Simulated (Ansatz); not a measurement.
**V_O in MgO (Fm-3m) with several kinds of pseudopotentials**

Aim: the (+1/0) level of V_O in MgO (Fm-3m) as a function of the pseudopotential files, with the cost of each choice. The model is a cell of 72 host atoms with 1 O taken out; the atoms are relaxed once and then held.

Main program and level: Ansatz 0.2.0; plane-wave DFT; relaxations with PBEsol, then single points with PBEsol, on supercells at fixed charge in a uniform background.

### Step 1. The starting structure

The cell holds 71 atoms: 36 Mg and 35 O. Cell: a = 8.941 Å, b = 8.941 Å, c = 11.921 Å, α = 60.0°, β = 60.0°, γ = 60.0°. It derives from MgO (space group Fm-3m). Nearest the centre at fractional (0.500, 0.500, 0.625): Mg62 at 2.11 Å, Mg46 at 2.11 Å, Mg44 at 2.11 Å, Mg60 at 2.11 Å, Mg38 at 2.11 Å, Mg68 at 2.11 Å, O32 at 2.98 Å, O14 at 2.98 Å. The cell carries charge +1.

Structure file:

```xyz
71
Lattice="0.0000 6.3223 6.3223 6.3223 0.0000 6.3223 8.4297 8.4297 0.0000" Properties=species:S:1:pos:R:3 pbc="T T T"
Mg    0.0000    0.0000    0.0000
O     2.1074    2.1074    2.1074
Mg    2.1074    2.1074    0.0000
O     4.2149    4.2149    2.1074
Mg    4.2149    4.2149    0.0000
O     6.3223    6.3223    2.1074
Mg    6.3223    6.3223    0.0000
O     8.4297    8.4297    2.1074
Mg    2.1074    0.0000    2.1074
O     4.2149    2.1074    4.2149
Mg    4.2149    2.1074    2.1074
O     6.3223    4.2149    4.2149
Mg    6.3223    4.2149    2.1074
O     8.4297    6.3223    4.2149
Mg    8.4297    6.3223    2.1074
O    10.5372    8.4297    4.2149
Mg    4.2149    0.0000    4.2149
O     6.3223    2.1074    6.3223
Mg    6.3223    2.1074    4.2149
O     8.4297    4.2149    6.3223
Mg    8.4297    4.2149    4.2149
O    10.5372    6.3223    6.3223
Mg   10.5372    6.3223    4.2149
O    12.6446    8.4297    6.3223
Mg    0.0000    2.1074    2.1074
O     2.1074    4.2149    4.2149
Mg    2.1074    4.2149    2.1074
O     4.2149    6.3223    4.2149
Mg    4.2149    6.3223    2.1074
O     6.3223    8.4297    4.2149
Mg    6.3223    8.4297    2.1074
O     8.4297   10.5372    4.2149
Mg    2.1074    2.1074    4.2149
O     4.2149    4.2149    6.3223
Mg    4.2149    4.2149    4.2149
O     6.3223    6.3223    6.3223
Mg    6.3223    6.3223    4.2149
Mg    8.4297    8.4297    4.2149
O    10.5372   10.5372    6.3223
Mg    4.2149    2.1074    6.3223
O     6.3223    4.2149    8.4297
Mg    6.3223    4.2149    6.3223
O     8.4297    6.3223    8.4297
Mg    8.4297    6.3223    6.3223
O    10.5372    8.4297    8.4297
Mg   10.5372    8.4297    6.3223
O    12.6446   10.5372    8.4297
Mg    0.0000    4.2149    4.2149
O     2.1074    6.3223    6.3223
Mg    2.1074    6.3223    4.2149
O     4.2149    8.4297    6.3223
Mg    4.2149    8.4297    4.2149
O     6.3223   10.5372    6.3223
Mg    6.3223   10.5372    4.2149
O     8.4297   12.6446    6.3223
Mg    2.1074    4.2149    6.3223
O     4.2149    6.3223    8.4297
Mg    4.2149    6.3223    6.3223
O     6.3223    8.4297    8.4297
Mg    6.3223    8.4297    6.3223
O     8.4297   10.5372    8.4297
Mg    8.4297   10.5372    6.3223
O    10.5372   12.6446    8.4297
Mg    4.2149    4.2149    8.4297
O     6.3223    6.3223   10.5372
Mg    6.3223    6.3223    8.4297
O     8.4297    8.4297   10.5372
Mg    8.4297    8.4297    8.4297
O    10.5372   10.5372   10.5372
Mg   10.5372   10.5372    8.4297
O    12.6446   12.6446   10.5372
```

Screening for the image-charge correction: ε∞ = 3.24, ε0 = 10.37, from a response run on this crystal (DFPT, PBEsol) at that run's own cell.

The cell's shortest repeat is 8.9 Å.

### Step 2. Relaxing both charge states, PBEsol

The study needs fixed structures, so each charge is relaxed once, at one point at (¼, ¼, ¼), from small random displacements that break the symmetry of the site.

Contents of qp1_M1.relax/input.yaml:

```yaml
crystal:
  lattice:
    - [0.0, 2.10743285, 2.10743285]
    - [2.10743285, 0.0, 2.10743285]
    - [2.10743285, 2.10743285, 0.0]
  atoms:
    - { symbol: Mg, position: [0.0, 0.0, 0.0] }
    - { symbol: O, position: [0.5, 0.5, 0.5] }
  supercell: [3, 3, 4]
  defects: [{ vacancy: 37 }]
total_charge: 1
basis:
  ecutwfc: 420
  xc_grid: 2
hamiltonian:
  xc: pbesol
  pseudopotentials: { kind: paw, azcp: { folder: soft_1 }, xc_functional: pbe }
kpoints:
  mp_grid: { grid: [1, 1, 1], shift: [0.25, 0.25, 0.25] }
magnetization:
  spin_polarized: true
  initial_magnetization: 1
  spin_locking: { lock_magnetization: hard }
scf:
  occupations: { method: fixed }
  max_iter: 60
output:
  forces: true
  charged_corrections:
    epsilon: 3.24
    static_epsilon: 10.37
    defect_position: [0.5, 0.5, 0.625]
relax:
  f_tol: 0.015
  max_steps: 60
  random_displacement: { amplitude: 0.04, seed: 1557 }
checkpoint:
  write: "../qp1_M1.relax.run"
  compress: false
  write_wavefunctions: true
  write_every: 100000
```

Run with:

```
$ ansatz run input.yaml --threads 8 --pin off --max-ram 18841MiB --backend cpu --events-out ev --progress --plain --runs-dir out
```

Numbers of over 12 decimals in the logs are rounded to 6 here.

Output:

```text
[... repeated set-up lines and file paths are left out, and long positions are rounded to six places ...]
Engine: ansatz 0.2.0, x86_64-unknown-linux-gnu
Pseudopotentials: kind: paw
Pseudopotential: Mg, paw, valence charge 10, recommended cutoff 420 eV (normal), soft_1/Mg.paw.azcp
Pseudopotential: O, paw, valence charge 6, recommended cutoff 420 eV (normal), soft_1/O.paw.azcp
Functional definition: PBEsol
  exchange = pbesol_x
  correlation = pbesol_c
Crystal: 71 atoms, lattice volume = 673.897 Å³
Basis set: ecut = 420 eV, 13123 PW (Γ), exchange–correlation on 120×120×160 points (8 copies of the dense FFT grid, shifted against one another)
Bands: 356, of which v1, the nominal top of the filled ones, is band 285 counted from 1 (284 counted from 0)
Symmetry: 1 space group operations
k-points: 1
Non-local potential: Mg, projectors of the file, l = 0: 3, l = 1: 2, l = 2: 1
Non-local potential: O, projectors of the file, l = 0: 2, l = 1: 2, l = 2: 1
PAW form: soft (Blöchl's): semilocal exchange-correlation on the pseudo side does not see the compensation charge
PAW frozen core: Mg, regenerated for the run's functional, and the local potential with it (the file was generated under x = pbe(κ = 0.804, μ = 0.219515), c = pbe(β = 0.066725))
PAW frozen core: O, regenerated for the run's functional, and the local potential with it (the file was generated under x = pbe(κ = 0.804, μ = 0.219515), c = pbe(β = 0.066725))
PAW one-centre angular grid: Mg, 110 points (default); XC on 64 Gauss nodes
PAW one-centre angular grid: O, 110 points (default); XC on 64 Gauss nodes
Initial density: superposition of atomic densities (chi_scale 0.1, normalization cell, long waves kept (reshape's long-wave potential 0.35 eV rms))
Starting moments: Σ|m| = 1 μB on 71 of 71 sites
Initial wavefunctions: pseudopotential atomic-orbital guess
Functional: x = pbesol(κ = 0.804, μ = 0.123457), c = pbesol(β = 0.046)
SCF iter   1: F=—  HF=-88576.337564 eV  |F-HF|=—  |Δ(HF+E_count)|=         —  Δρ=3.87e-2 (↑3.60e-2 ↓3.87e-2)  dr2=1.93e1  dr2_m=7.29e-2  M=1.000 μB ∫|m|=1.046 μB  β_m=0.30  ethr=3.10e-3  ⟨swp⟩=5.0  Hψ=2338  notcnv=0  defer=134
preconditioner: auto → Resta (q_TF=auto, 2.652 Å⁻¹)  ε∞=3.4  [insulator: Δε(μ)=1.089 eV  Ē_g=15.457 eV  n_scr=214 (ndim 8)  ℏωp=24.0 eV  f_vac=0.000  ε∞_Penn≈3.4]
spin=Collinear: Resta preconditioning applied to the charge; magnetization (m = ρ↑ − ρ↓) channel mixes plain (no charge-response kernel on spin).
SCF iter   2: F=—  HF=-88574.759735 eV  |F-HF|=—  |Δ(HF+E_count)|=    1.58e0  Δρ=2.65e-2 (↑2.46e-2 ↓2.65e-2)  dr2=9.81e0  dr2_m=4.10e-2  M=1.000 μB ∫|m|=1.048 μB  β_m=0.61  ethr=3.10e-3  ⟨swp⟩=2.0  Hψ=766  notcnv=0  defer=137
SCF iter   3: F=—  HF=-88575.242651 eV  |F-HF|=—  |Δ(HF+E_count)|=   4.83e-1  Δρ=5.13e-3 (↑5.08e-3 ↓5.13e-3)  dr2=4.20e-1  dr2_m=1.09e-3  M=1.000 μB ∫|m|=1.054 μB  β_m=0.67  ethr=1.72e-3  ⟨swp⟩=2.5  Hψ=1086  notcnv=0  defer=137
SCF iter   4: F=—  HF=-88575.332023 eV  |F-HF|=—  |Δ(HF+E_count)|=   8.94e-2  Δρ=1.48e-3 (↑1.39e-3 ↓1.48e-3)  dr2=4.89e-2  dr2_m=7.69e-5  M=1.000 μB ∫|m|=1.054 μB  β_m=0.69  ethr=7.38e-5  ⟨swp⟩=2.5  Hψ=886  notcnv=0  defer=138
SCF iter   5: F=—  HF=-88575.336287 eV  |F-HF|=—  |Δ(HF+E_count)|=   4.26e-3  Δρ=4.18e-4 (↑4.18e-4 ↓4.05e-4)  dr2=2.55e-3  dr2_m=1.41e-5  M=1.000 μB ∫|m|=1.052 μB  β_m=0.81  ethr=8.60e-6  ⟨swp⟩=2.5  Hψ=862  notcnv=0  defer=139
SCF iter   6: F=—  HF=-88575.338424 eV  |F-HF|=—  |Δ(HF+E_count)|=   2.14e-3  Δρ=2.37e-4 (↑2.31e-4 ↓2.37e-4)  dr2=9.74e-4  dr2_m=6.86e-7  M=1.000 μB ∫|m|=1.050 μB  β_m=0.70  ethr=4.49e-7  ⟨swp⟩=2.0  Hψ=930  notcnv=0  defer=139
SCF iter   7: F=—  HF=-88575.338303 eV  |F-HF|=—  |Δ(HF+E_count)|=   1.21e-4  Δρ=3.10e-5 (↑3.02e-5 ↓3.10e-5)  dr2=1.35e-5  dr2_m=5.67e-8  M=1.000 μB ∫|m|=1.050 μB  β_m=0.79  ethr=1.71e-7  ⟨swp⟩=2.0  Hψ=860  notcnv=0  defer=139
[...]
NSCF: frozen V_eff on 1 k-points
[...]
SCF converged after 5 iterations
Magnetization: 1.0000 μB (285.0000 up, 284.0000 down)
Absolute magnetization: 1.0386 μB (∫|ρ↑−ρ↓|, with the PAW one-centre terms)
Spin contamination: 0.0023 ħ² per cell (⟨S²⟩ above its minimum at these occupations)
Per-site moments (μB) at R_I (Å): [(4.934503731562902e-5, 0.865076), (0.000380025, 0.866182), (4.9336967728248355e-5, 0.865034), [... 68 left out ...]
Free energy (F): -88576.522124 eV
Harris-Foulkes:  -88576.522124 eV  (|F-HF|=2.74e-8)
Internal energy: -88576.522124 eV  (E = F + TS)
E sigma→0 (E₀):  -88576.522124 eV
Fermi energy:    9.676095 (↑ 9.676095, ↓ 7.741719) eV
--- Per-component energies (eV) ---
  E_band       = -10634.912065
  E_kinetic    = 8555.476480
  E_local      = -61509.234969  (includes V_loc(G=0)·N_el)
  E_nonlocal   = 8861.250447
  E_hartree    = 20479.694038
  E_xc         = -3495.701197
  E_vxc        = -4502.850582  (∫ρ·V_xc dr)
  E_paw        = -15909.534851  (= ΣΔE_a)
  E_vpaw       = -2998.978532  (= ΣTr[D̂ρ^β])
  E_aug_tail   = 0.025387  (compensation charges beyond the density's cutoff)
  E_ewald      = -45561.851578
  E_core_change = 3.354121  (= ΣΔE_core)
  E_smearing   = -0.000000  (= −TS)
  E_closure    = 0.000000  (closes the sum)
  E_deformation_potential = 18.095669  (in the stress; not in F)
  Σ components = -88576.522124   (vs F -88576.522124, Δ=0.00e0)
--- Forces (eV/Å), atoms counted from 1 ---
  atom   1  Mg     0.00130705     0.00060633    -0.00079028
  atom   2  O     -0.00034692    -0.00031091     0.00048910
  [... 27 atoms left out ...]
  atom  30  O      0.00026734    -0.00045227    -0.00020851
  [... 1 atom left out ...]
  atom  32  O     -0.00009913    -0.00207524     0.00139325
  [... 3 atoms left out ...]
  atom  36  O      0.00337908     0.00213652    -0.00071747
  [... 1 atom left out ...]
  atom  38  Mg     0.00116543     0.00165647     0.00101230
  [... 5 atoms left out ...]
  atom  44  Mg    -0.00219855     0.00039783     0.00161975
  [... 1 atom left out ...]
  atom  46  Mg    -0.00078412     0.00235446    -0.00102395
  [... 6 atoms left out ...]
  atom  53  O      0.00009262    -0.00016966     0.00063448
  [... 6 atoms left out ...]
  atom  60  Mg    -0.00004286    -0.00048209     0.00066308
  [... 1 atom left out ...]
  atom  62  Mg     0.00092797    -0.00151134    -0.00158076
  [... 5 atoms left out ...]
  atom  68  Mg    -0.00118423    -0.00054331    -0.00118109
  [... 3 atoms left out ...]
  max |Σ_I F_I| component: 1.18e-4 eV/Å
--- Charged-cell corrections in eV (Makov–Payne, q = +1.000 e, ε = 10.370) ---
  F (periodic)     = -88576.522124  (uncorrected; the corrections below are reported, never added to it)
  E_corr1          = +0.225087  (monopole, q²α_M/2εL)
  F Makov-Payne    = -88576.297036  (F + E_corr1; no measured alignment; for a localised charge, not one spread in a band: unchecked)
  no potential alignment in this run, which stands beside a crystal: run the host's input off ansatz write-host-input, and read the two finished runs by ansatz place-levels (neither reads a slab, a wire or a sheet, whose cell leaves a vacuum)
--- Band table (eV) ---
  k-point 0 ↑: bands = ["-64.2466", "-64.2461", "-64.2353", "-64.2345", [... 348 left out ...] "20.0124", "20.0717", "20.1095", "20.1713"]
  k-point 0 ↓: bands = ["-64.2381", "-64.2376", "-64.2265", "-64.2258", [... 348 left out ...] "20.0282", "20.1166", "20.1384", "20.2236"]
--- Relaxed structure (4 steps of the walk, 4 accepted, 0 SCFs on fresh bases) ---
  F+E_penalty+E_count = -88576.52212377 eV   max|allowed force component| = 3.531e-3 eV/Å
  atoms:
    - { symbol: Mg, position: [-0.000563, -0.001098, 0.001334] }
    - { symbol: O, position: [0.167250, 0.166723, 0.123970] }
    [... 27 atoms left out ...]
    - { symbol: O, position: [0.500001, 0.168870, 0.625033] }
    [... 1 atom left out ...]
    - { symbol: O, position: [0.500205, 0.169316, 0.872509] }
    [... 3 atoms left out ...]
    - { symbol: O, position: [0.500012, 0.499491, 0.377575] }
    [... 1 atom left out ...]
    - { symbol: Mg, position: [0.325262, 0.324752, 0.756355] }
    [... 5 atoms left out ...]
    - { symbol: Mg, position: [0.325491, 0.674364, 0.493669] }
    [... 1 atom left out ...]
    - { symbol: Mg, position: [0.325090, 0.673962, 0.756524] }
    [... 6 atoms left out ...]
    - { symbol: O, position: [0.830570, 0.168893, 0.625097] }
    [... 6 atoms left out ...]
    - { symbol: Mg, position: [0.674872, 0.325005, 0.493657] }
    [... 1 atom left out ...]
    - { symbol: Mg, position: [0.674485, 0.324584, 0.756535] }
    [... 5 atoms left out ...]
    - { symbol: Mg, position: [0.674705, 0.674204, 0.493830] }
    [... 3 atoms left out ...]
```

Wall time 37 s (8 threads of Intel Xeon at 2.60GHz (Ice Lake), shared host); peak memory 2.9 GiB; 4 min of CPU time.

Step by step:

| step | energy less that of the first step (eV) | largest force component (eV/Å) |
| --- | --- | --- |
| 1 | 0.0000 | 1.8329 |
| 2 | -0.9193 | 0.4919 |
| 3 | -1.1832 | 0.0263 |
| 4 | -1.1838 | 0.0035 |

The atoms that moved most (Å, from the sites as typed, ahead of the random displacement, the mean shift of all atoms taken out):

| atom | dx | dy | dz | length |
| --- | --- | --- | --- | --- |
| Mg62 | 0.002 | 0.104 | -0.002 | 0.104 |
| Mg44 | -0.002 | -0.104 | 0.002 | 0.104 |
| Mg46 | 0.104 | 0.002 | -0.003 | 0.104 |
| Mg60 | -0.104 | -0.002 | 0.003 | 0.104 |
| Mg38 | 0.002 | 0.002 | -0.102 | 0.102 |
| Mg68 | -0.002 | -0.002 | 0.102 | 0.102 |
| O39 | -0.021 | -0.021 | 0.000 | 0.030 |
| O36 | 0.021 | 0.021 | 0.000 | 0.030 |

The atoms nearest to the centre after the run:

| atom | distance (Å) |
| --- | --- |
| Mg68 | 2.206 |
| Mg46 | 2.209 |
| Mg44 | 2.210 |
| Mg62 | 2.212 |
| Mg38 | 2.213 |
| Mg60 | 2.214 |
| O43 | 2.948 |
| O39 | 2.949 |
| O59 | 2.950 |
| O16 | 2.952 |
| O36 | 2.952 |
| O45 | 2.952 |
| O32 | 2.954 |
| O22 | 2.954 |
| O61 | 2.955 |
| O53 | 2.958 |

| charge | moment set (μB) | steps | largest displacement (Å) | time |
| --- | --- | --- | --- | --- |
| 0 | 0 | 4 | 0.02 | 18 s |
| +1 | 1 | 4 | 0.10 | 37 s |

The relaxation ends 17 meV an atom lower than the displaced start, with a largest force component of 0.0035 eV/Å.

[end of part 1 of 2]

[Logs are printed without paths, hosts, clocks, repeated set-up lines and the standing remarks that a program may print on its own settings, such as how far it seeks lower states.]

[Hosts, paths, dates, database ids (printed as entryN), source tags and the programs' standing remarks are cut or masked in the printed files.]

[Where a table of states has a column of steps, it counts the stored structures, which are thinned; the runs took as many ionic steps or more.]

[For some hosts the program warned that the k-mesh of the response run may be too coarse for force constants and the static dielectric constant; such warnings are not shown here.]
